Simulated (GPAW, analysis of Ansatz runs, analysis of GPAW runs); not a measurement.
# Substitutional N in diamond: charge-transition level against experiment (GPAW), part 3 of 4

How near does this set-up come to the measured charge-transition level? Subject: substitutional N in diamond. Set-up: RPBE, plane waves 500 eV, 64-site cell, RPBE lattice, k: the zone centre alone then 2x2x2 shifted, started with the impurity moved along one bond, dielectric constants 5.7 and 5.7 (handbook). The model is a cell of 64 host atoms with 1 C taken out and 1 N put in. The level is the Fermi energy at which two charge states have equal formation energy, after a correction for the images of the charge.

GPAW 26.7.0; RPBE, plane waves 500 eV, 64-site cell, RPBE lattice, k: the zone centre alone then 2x2x2 shifted, started with the impurity moved along one bond, dielectric constants 5.7 and 5.7 (handbook).

So far: The structure; Relaxation, charge +1; Single point, charge +1.

## (4) Relaxation, charge 0

Level of this step: GPAW plane-wave PAW DFT, RPBE; relaxation of all atoms of a defect supercell (GPAW).

File run.py:

```python
import numpy as np
from ase.io import read, write
from ase.parallel import parprint, world
from gpaw import GPAW, PW
from ase.optimize import BFGS

atoms = read('POSCAR')
magmoms = np.zeros(len(atoms))
magmoms[[7, 41, 26, 48]] = 1 / 4
atoms.set_initial_magnetic_moments(magmoms)
calc = GPAW(mode=PW(500),
            xc='RPBE',
            kpts={'size': (1, 1, 1), 'gamma': True},
            occupations={'name': 'fermi-dirac', 'width': 0.01, 'fixmagmom': True},
            nbands=137,
            convergence={'density': 1e-05, 'forces': 0.001},
            maxiter=150,
            symmetry='off',
            txt='gpaw.txt')
atoms.calc = calc
opt = BFGS(atoms, trajectory='relax.traj', logfile='-')
done = opt.run(fmax=0.02, steps=80)
parprint('Converged:', done)
energy = atoms.get_potential_energy()
forces = atoms.get_forces()
parprint(f'Energy: {energy:.6f} eV, largest force {np.linalg.norm(forces, axis=1).max():.4f} eV/A')
calc.write('gs.gpw')
write('final.xyz', atoms)
parprint('Moments:', atoms.get_magnetic_moments().round(3))
for s in range(calc.get_number_of_spins()):
    parprint('Levels (eV), spin', s, calc.get_eigenvalues(kpt=0, spin=s)[-16:].round(3))
```

File POSCAR:

```
C  N  C 
 1.0000000000000000
     7.1774074939205494   -0.0000000000000009   -0.0000000000000000
    -0.0000000000000009    7.1774074939205494   -0.0000000000000000
    -0.0000000000000018   -0.0000000000000018    7.1774074939205450
 C   N   C  
   7   1  56
Direct
 -0.0018161264957454 -0.0019926709465629  0.2492959735327796
  0.0025276802007312  0.2506041760780803  0.0010052372345086
[... 1 atom line left out ...]
  0.2516767043826371  0.2478466559035365  0.2505625596610335
  0.1255751673464443  0.1275800259149964  0.3758816747665093
  0.1269044198052616  0.3734487318299792  0.1236841526801519
  0.3742914805682911  0.1247384611995351  0.1276822191196388
  0.3980821956345588  0.4012418577697058  0.3976448114062371
[... 5 atom lines left out ...]
  0.1247330822132343  0.3776907141536420  0.6256734343980845
[... 6 atom lines left out ...]
  0.1275004889529306  0.6245140321790806  0.3761296423860886
[... 5 atom lines left out ...]
  0.2519285841637433  0.4980412089154407  0.5004565107195608
[... 9 atom lines left out ...]
  0.6238909888503060  0.1267565489106037  0.3731427622368660
[... 4 atom lines left out ...]
  0.4976949089921607  0.2511681111845790  0.5010424843585148
[... 6 atom lines left out ...]
  0.5010077180080017  0.4991831315275715  0.2524661568438661
[... 3 atom lines left out ...]
  0.6223022638375517  0.6255096527262538  0.3754766294593581
[... 10 atom lines left out ...]
  0.8758361037976019  0.8723518346530504  0.8747701028486050
```

Started as:

```sh
$ OMP_NUM_THREADS=1 mpirun -n 4 gpaw python run.py > stdout
```

Output:

```text
__  _  _
 | _ |_)|_||  |
 |__||  | ||/\| - 26.7.0

Input parameters:
  mode=PW(ecut=500.0),
  convergence={'density': 1e-05, 'forces': 0.001},
  kpts=MonkhorstPack(size=(1, 1, 1), gamma=True),
  maxiter=150,
  nbands=137,
  occupations=Occupations(name='fermi-dirac', width=0.01, fixmagmom=True),
  symmetry=Symmetry(point_group=False, time_reversal=False),
  xc=XC(name='RPBE')

Diagonalizing LCAO Hamiltonian
Converting LCAO to pw mode

                 C        C
            C  C     C C
         C   C C  C   C C
          C C   C  C C   C
          CC    CC CC     C
       C    C C      CCC
        C      CNC     CC
         CCC C    C C C
          C C   C  C C   C
       C   C  C C   C C
        C     C  C     C
           C        C

Atoms  # Å, Bohr magnetons
|    | symbol |         x |         y |         z |    initial magnetic moments |
|----|--------|-----------|-----------|-----------|-----------------------------|
|  0 |      C | -0.013035 | -0.014302 |  1.789299 | ( 0.0000,  0.0000,  0.0000) |
|  1 |      C |  0.018142 |  1.798688 |  0.007215 | ( 0.0000,  0.0000,  0.0000) |
|  2 |      C |  1.784563 |  0.008979 |  0.014951 | ( 0.0000,  0.0000,  0.0000) |
|  3 |      C |  1.806386 |  1.778896 |  1.798390 | ( 0.0000,  0.0000,  0.0000) |
|  4 |      C |  0.901304 |  0.915694 |  2.697856 | ( 0.0000,  0.0000,  0.0000) |
|  5 |      C |  0.910845 |  2.680394 |  0.887732 | ( 0.0000,  0.0000,  0.0000) |
|  6 |      C |  2.686442 |  0.895299 |  0.916427 | ( 0.0000,  0.0000,  0.0000) |
|  7 |      N |  2.857198 |  2.879876 |  2.854059 | ( 0.0000,  0.0000,  0.2500) |
|  8 |      C | -0.001795 | -0.010318 |  5.366017 | ( 0.0000,  0.0000,  0.0000) |
|  9 |      C |  0.001312 |  1.807535 |  3.573721 | ( 0.0000,  0.0000,  0.0000) |
| 10 |      C |  1.778954 | -0.010799 |  3.581900 | ( 0.0000,  0.0000,  0.0000) |
| 11 |      C |  1.788868 |  1.781082 |  5.396978 | ( 0.0000,  0.0000,  0.0000) |
| 12 |      C |  0.900851 |  0.899657 |  6.260729 | ( 0.0000,  0.0000,  0.0000) |
| 13 |      C |  0.895260 |  2.710840 |  4.490713 | ( 0.0000,  0.0000,  0.0000) |
| 14 |      C |  2.702643 |  0.882214 |  4.478627 | ( 0.0000,  0.0000,  0.0000) |
| 15 |      C |  2.673304 |  2.699613 |  6.281825 | ( 0.0000,  0.0000,  0.0000) |
| 16 |      C |  0.010269 |  3.590364 |  1.777270 | ( 0.0000,  0.0000,  0.0000) |
[...]
Unit cell  # Å
| periodic |         x |         y |         z |  lengths |    angles |
|----------|-----------|-----------|-----------|----------|-----------|
|      yes |  7.177407 | -0.000000 | -0.000000 | 7.177407 | 90.000000 |
|      yes | -0.000000 |  7.177407 | -0.000000 | 7.177407 | 90.000000 |
|      yes | -0.000000 | -0.000000 |  7.177407 | 7.177407 | 90.000000 |

Number of symmetries: 1
Symmetry operations  # r_c * U_cc + t_c -> r_c
|   | kind |            matrix            |
|---|------|------------------------------|
| 0 |  E   |  1, 0, 0,  0, 1, 0,  0, 0, 1 |

BZ-sampling:
  Number of BZ points: 1
  Number of IBZ points: 1

  Monkhorst-Pack size: [1, 1, 1]
  Monkhorst-Pack shift: [0, 0, 0]

K-points  # in reciprocal-cell coordinates
|   |                                coordinates |     weight |
|---|--------------------------------------------|------------|
| 0 | (  0.00000000,   0.00000000,   0.00000000) | 1.00000000 |

Plane wave coefficients: 4718
Cutoff: 500.0 eV

Spin-components: 2 (collinear spins)
Bands:           137
Projectors:      320
Spin-degeneracy: 1
Datatype:        float64

Density:
  Valence electrons: 257.0
  Components: 2
  Grid points: [40 40 40]
  Charge: 0.0  # |e|

Potential:
  Grid points: [40 40 40]

species:
  C:
    name:    Carbon
    Z:       6.0
    valence: 4
    core:    2
    charge:  0.0  # [|e|]
    compensation charges:
      type: gauss
      rc: 0.20  # [Å]
      lmax: 2
    cutoffs:
      filter: 1.14  # [Å]
      core: 1.14  # [Å]
    projectors
    | kind |    occ | energy [eV] | rcut [Å] |
    |------|--------|-------------|----------|
    |   2s |  2.000 |     -13.815 |    0.635 |
    |   2p |  2.000 |      -5.254 |    0.635 |
    |    s |        |      13.396 |    0.635 |
    |    p |        |      21.957 |    0.635 |
    |    d |        |       0.000 |    0.635 |

    Using partial waves for C as LCAO basis

  N:
    name:    Nitrogen
    Z:       7.0
    valence: 5
    core:    2
    charge:  0.0  # [|e|]
    compensation charges:
      type: gauss
      rc: 0.18  # [Å]
      lmax: 2
    cutoffs:
      filter: 1.11  # [Å]
      core: 0.96  # [Å]
    projectors
    | kind |    occ | energy [eV] | rcut [Å] |
    |------|--------|-------------|----------|
    |   2s |  2.000 |     -18.658 |    0.603 |
    |   2p |  3.000 |      -7.050 |    0.529 |
    |    s |        |       8.553 |    0.603 |
    |    p |        |      20.161 |    0.529 |
    |    d |        |       0.000 |    0.577 |

    Using partial waves for N as LCAO basis

Reference energy: -66332.764700  # eV

eigensolver:
  PPCG
  Converge bands: occupied
  niter=2

density mixing:
  MSR1-Mixer
  Pratt-step length: 0.05
  Maximum mixing coefficient: 0.75
  Old densities: 10
  SVD Regularization: 0.005
  Good broyden scale: 1.0
  Trust region scale: 1.0
  Backstep threshold: 4.0
  History deletion threshold: 6.0
  Fourier metric: weight=20.0, sigma=0.015

occupation numbers:
  Fixed magnetic moment: 1.000
  Fermi-Dirac:
    width: 0.0100  # eV

poisson solver:
  ecut: 4000.0  # eV

xc functional:
  name: RPBE with 2 nearest neighbor stencil

Initialization done in: 9.626 s

convergence criteria:
- Maximum integral of absolute [dens]ity change: 1e-05 electrons / valence electron
- Maximum change in the atomic [forces] across last 2 cycles: 0.001 eV/Ang OR
Maximum error relative to the maximum force is below inf
- Maximum [total energy] change in last 3 cyles: 0.0005 eV / valence electron
- Maximum integral of absolute [eigenst]ate change: 4e-08 eV^2 / valence electron
maximum number of iterations: 150

SCF iterations
|iter     | |      energy | eigst |  dens |force |  magmom |
|---------|-|-------------|-------|-------|------|---------|
|iter:   1| | -552.597453 | +0.10 |       |      |  +0.9983|
|iter:   2| | -550.724862 | -2.00 | -0.79 |      |  +0.9984|
|iter:   3| | -539.122917 | -1.33 | -0.82 |      |  +0.9995|
|iter:   4| | -539.006843 | -1.77 | -1.43 |      |  +0.9999|
|iter:   5| | -538.889393 | -2.34 | -2.10 |      |  +0.9999|
|iter:   6| | -538.897391c| -3.41 | -2.37 |      |  +1.0000|
|iter:   7| | -538.898396c| -4.11 | -2.78 |      |  +1.0000|
|iter:   8| | -538.899060c| -4.75 | -3.27 |      |  +1.0000|
[...]
|----|--------|-----------|-----------|-----------|-----------------------------|
[...]
|  7 |      N |  2.809993 |  2.813417 |  2.808986 | ( 0.0000,  0.0000,  0.0845) |
[...]
Unit cell  # Å
| periodic |         x |         y |         z |  lengths |    angles |
|----------|-----------|-----------|-----------|----------|-----------|
|      yes |  7.177407 | -0.000000 | -0.000000 | 7.177407 | 90.000000 |
|      yes | -0.000000 |  7.177407 | -0.000000 | 7.177407 | 90.000000 |
|      yes | -0.000000 | -0.000000 |  7.177407 | 7.177407 | 90.000000 |

Initialization done in: 1.021 s

convergence criteria:
- Maximum integral of absolute [dens]ity change: 1e-05 electrons / valence electron
- Maximum change in the atomic [forces] across last 2 cycles: 0.001 eV/Ang OR
Maximum error relative to the maximum force is below inf
- Maximum [total energy] change in last 3 cyles: 0.0005 eV / valence electron
- Maximum integral of absolute [eigenst]ate change: 4e-08 eV^2 / valence electron
maximum number of iterations: 150

SCF iterations
|iter     | |      energy | eigst |  dens |force |  magmom |
|---------|-|-------------|-------|-------|------|---------|
|iter:   1| | -540.312931c| -4.93 |       |      |  +0.9997|
|iter:   2| | -540.312904c| -6.58 | -3.66 |      |  +0.9997|
|iter:   3| | -540.312818c| -5.81 | -3.70 |      |  +0.9998|
|iter:   4| | -540.312811c| -6.83 | -4.06 |      |  +0.9999|
|iter:   5| | -540.312810c| -7.49c| -4.39 |      |  +0.9999|
|iter:   6| | -540.312810c| -7.83c| -4.74 |      |  +1.0000|
|iter:   7| | -540.312810c| -8.39c| -5.17c|-1.42 |  +1.0000|
|iter:   8| | -540.312810c| -8.85c| -5.72c|-3.64c|  +1.0000|

Converged in 8 steps
SCF loop duration: 11.197 s (1.400 s/step)
Energy contributions relative to reference atoms: (reference = -66332.764700)

Energy contributions:
  Kinetic:         501.476862
  Coulomb:        -469.030455
  Zero:              0.681869
  External:          0.000000
  Xc:             -573.441087
  Entropy:          -0.000000
  Spinorbit:         0.000000
  ----------------------------
  Free energy:    -540.312810
  Extrapolated:   -540.312810

dipole moment: (-0.087838, -56.084211, -0.340392)  # |e|*Ang

Total magnetic moment: (0.000000, 0.000000, 1.000000)

Local magnetic moments
|        x |        y |         z |
|----------|----------|-----------|
[...]
Fermi levels: 15.189, 13.663
Eigenvalues  # (at kpt = [0.000, 0.000, 0.000])
| band index |      eig [eV] | occ [0-1] |      eig [eV] | occ [0-1] |
|------------|---------------|-----------|---------------|-----------|
[...]
|        ... |               |           |               |           |
[...]
Gap: 1.022 eV
Transition (v -> c):
  (s=1, k=0, n=128, [0.00, 0.00, 0.00]) -> (s=0, k=0, n=129, [0.00, 0.00, 0.00])
No difference between direct/indirect transitions

Forces  # eV/Ang
|        x |        y |        z |
|----------|----------|----------|
[...]
C        C
            C  C     C C
         C   C C  C   C C
          C C   C C  C   C
          CC    CC CC     C
       C    C C      CCC
        C      CNC    CCC
         CCC C    C C
          C C   C  C C   C
       C   C  C C  C  C
        C     C  C     C
           C        C

Atoms  # Å, Bohr magnetons
|    | symbol |         x |         y |         z |    initial magnetic moments |
|----|--------|-----------|-----------|-----------|-----------------------------|
[...]
|  7 |      N |  2.809905 |  2.813300 |  2.808936 | ( 0.0000,  0.0000,  0.0847) |
[...]
| 56 |      C |  3.595448 |  3.598868 |  5.396281 | ( 0.0000,  0.0000,  0.0014) |
| 57 |      C |  3.595442 |  5.400570 |  3.594360 | ( 0.0000,  0.0000,  0.0014) |
| 58 |      C |  5.397333 |  3.598903 |  3.594645 | ( 0.0000,  0.0000,  0.0014) |
| 59 |      C |  5.386140 |  5.389493 |  5.385207 | ( 0.0000,  0.0000,  0.0001) |
| 60 |      C |  4.488436 |  4.491944 |  6.290213 | ( 0.0000,  0.0000, -0.0000) |
| 61 |      C |  4.488643 |  6.294570 |  4.487531 | ( 0.0000,  0.0000, -0.0000) |
| 62 |      C |  6.291313 |  4.492058 |  4.487671 | ( 0.0000,  0.0000, -0.0000) |
| 63 |      C |  6.279700 |  6.283059 |  6.278795 | ( 0.0000,  0.0000,  0.0002) |

Unit cell  # Å
| periodic |         x |         y |         z |  lengths |    angles |
|----------|-----------|-----------|-----------|----------|-----------|
|      yes |  7.177407 | -0.000000 | -0.000000 | 7.177407 | 90.000000 |
|      yes | -0.000000 |  7.177407 | -0.000000 | 7.177407 | 90.000000 |
|      yes | -0.000000 | -0.000000 |  7.177407 | 7.177407 | 90.000000 |

Initialization done in: 1.051 s

convergence criteria:
- Maximum integral of absolute [dens]ity change: 1e-05 electrons / valence electron
- Maximum change in the atomic [forces] across last 2 cycles: 0.001 eV/Ang OR
Maximum error relative to the maximum force is below inf
- Maximum [total energy] change in last 3 cyles: 0.0005 eV / valence electron
- Maximum integral of absolute [eigenst]ate change: 4e-08 eV^2 / valence electron
maximum number of iterations: 150

SCF iterations
|iter     | |      energy | eigst |  dens |force |  magmom |
|---------|-|-------------|-------|-------|------|---------|
|iter:   1| | -540.312955c| -5.56 |       |      |  +0.9999|
|iter:   2| | -540.312949c| -7.25 | -4.00 |      |  +0.9999|
|iter:   3| | -540.312928c| -6.39 | -4.04 |      |  +0.9999|
|iter:   4| | -540.312927c| -7.59c| -4.45 |      |  +0.9999|
|iter:   5| | -540.312927c| -7.75c| -4.74 |      |  +1.0000|
|iter:   6| | -540.312927c| -8.19c| -5.10c|-1.75 |  +1.0000|
|iter:   7| | -540.312927c| -8.89c| -5.53c|-3.65c|  +1.0000|

Converged in 7 steps
SCF loop duration: 9.992 s (1.427 s/step)
Energy contributions relative to reference atoms: (reference = -66332.764700)

Energy contributions:
  Kinetic:         501.480693
  Coulomb:        -469.035644
  Zero:              0.681899
  External:          0.000000
  Xc:             -573.439876
  Entropy:          -0.000000
  Spinorbit:         0.000000
  ----------------------------
  Free energy:    -540.312927
  Extrapolated:   -540.312927

dipole moment: (-0.081561, -56.083697, -0.334336)  # |e|*Ang

Total magnetic moment: (0.000000, 0.000000, 0.999998)

Local magnetic moments
|        x |        y |         z |
|----------|----------|-----------|
[...]
Fermi levels: 15.189, 13.663
Eigenvalues  # (at kpt = [0.000, 0.000, 0.000])
| band index |      eig [eV] | occ [0-1] |      eig [eV] | occ [0-1] |
|------------|---------------|-----------|---------------|-----------|
[...]
|        ... |               |           |               |           |
[...]
|        129 |        15.979 |     0.000 |        16.038 |     0.000 |
|        130 |        16.199 |     0.000 |        16.211 |     0.000 |
|        131 |        16.199 |     0.000 |        16.211 |     0.000 |
|        132 |        16.333 |     0.000 |        16.346 |     0.000 |
|        133 |        16.334 |     0.000 |        16.346 |     0.000 |
|        134 |        16.422 |     0.000 |        16.443 |     0.000 |
|        135 |        16.578 |     0.000 |        16.591 |     0.000 |
|        136 |        16.579 |     0.000 |        16.619 |     0.000 |

Gap: 1.021 eV
Transition (v -> c):
  (s=1, k=0, n=128, [0.00, 0.00, 0.00]) -> (s=0, k=0, n=129, [0.00, 0.00, 0.00])
No difference between direct/indirect transitions

Forces  # eV/Ang
|        x |        y |        z |
|----------|----------|----------|
[...]
|  0.00548 |  0.00445 |  0.00117 |  # C   56
|  0.00834 |  0.00351 |  0.00796 |  # C   57
|  0.00153 |  0.00384 |  0.00043 |  # C   58
|  0.00274 |  0.00470 |  0.00147 |  # C   59
|  0.00561 |  0.00261 |  0.00245 |  # C   60
| -0.00033 |  0.00249 | -0.00037 |  # C   61
|  0.00006 | -0.00059 |  0.00018 |  # C   62
|  0.00521 |  0.00163 |  0.00129 |  # C   63

# Writing to gs.gpw (mode='')
```

Wall time 2.9 min (4 MPI ranks of AMD EPYC 9R14 (Zen 4), shared host); peak memory 1.6 GiB.

The steps of the relaxation:

```csv
step,energy less that of the first step (eV)
0,0.0000
1,-0.9808
2,-1.2381
3,-1.3510
4,-1.3913
5,-1.4051
6,-1.4111
7,-1.4129
8,-1.4134
9,-1.4135
```

The atoms that moved most (Å):

```csv
atom,dx,dy,dz,length
C4,-0.154,-0.123,-0.147,0.246
N8,-0.047,-0.067,-0.045,0.093
C42,0.038,0.040,0.013,0.057
C27,0.031,0.039,0.017,0.053
C5,-0.021,-0.032,-0.033,0.051
C2,-0.038,-0.005,-0.028,0.047
C7,-0.021,-0.012,-0.037,0.044
C3,0.006,-0.025,-0.035,0.044
```

Neighbours of N8 at the end:

```csv
atom,distance (Å)
C42,1.491
C27,1.491
C49,1.491
C4,2.005
C31,2.399
C53,2.399
C46,2.399
C37,2.526
C15,2.526
C23,2.526
C14,2.526
C21,2.526
C38,2.526
```

Numbers from this step:

* total moment: 1.0000 μB

From the first step to the last the energy fell by 1.414 eV, and the largest move was 0.25 Å (C4).

(Continued in part 4 of 4.)

[Logs are printed without paths, hosts, clocks, repeated set-up lines and the standing remarks that a program may print on its own settings, such as how far it seeks lower states.]

[Hosts, paths, dates, database ids (printed as entryN), source tags and the programs' standing remarks are cut or masked in the printed files.]

[For some hosts the program warned that the k-mesh of the response run may be too coarse for force constants and the static dielectric constant; such warnings are not shown here.]
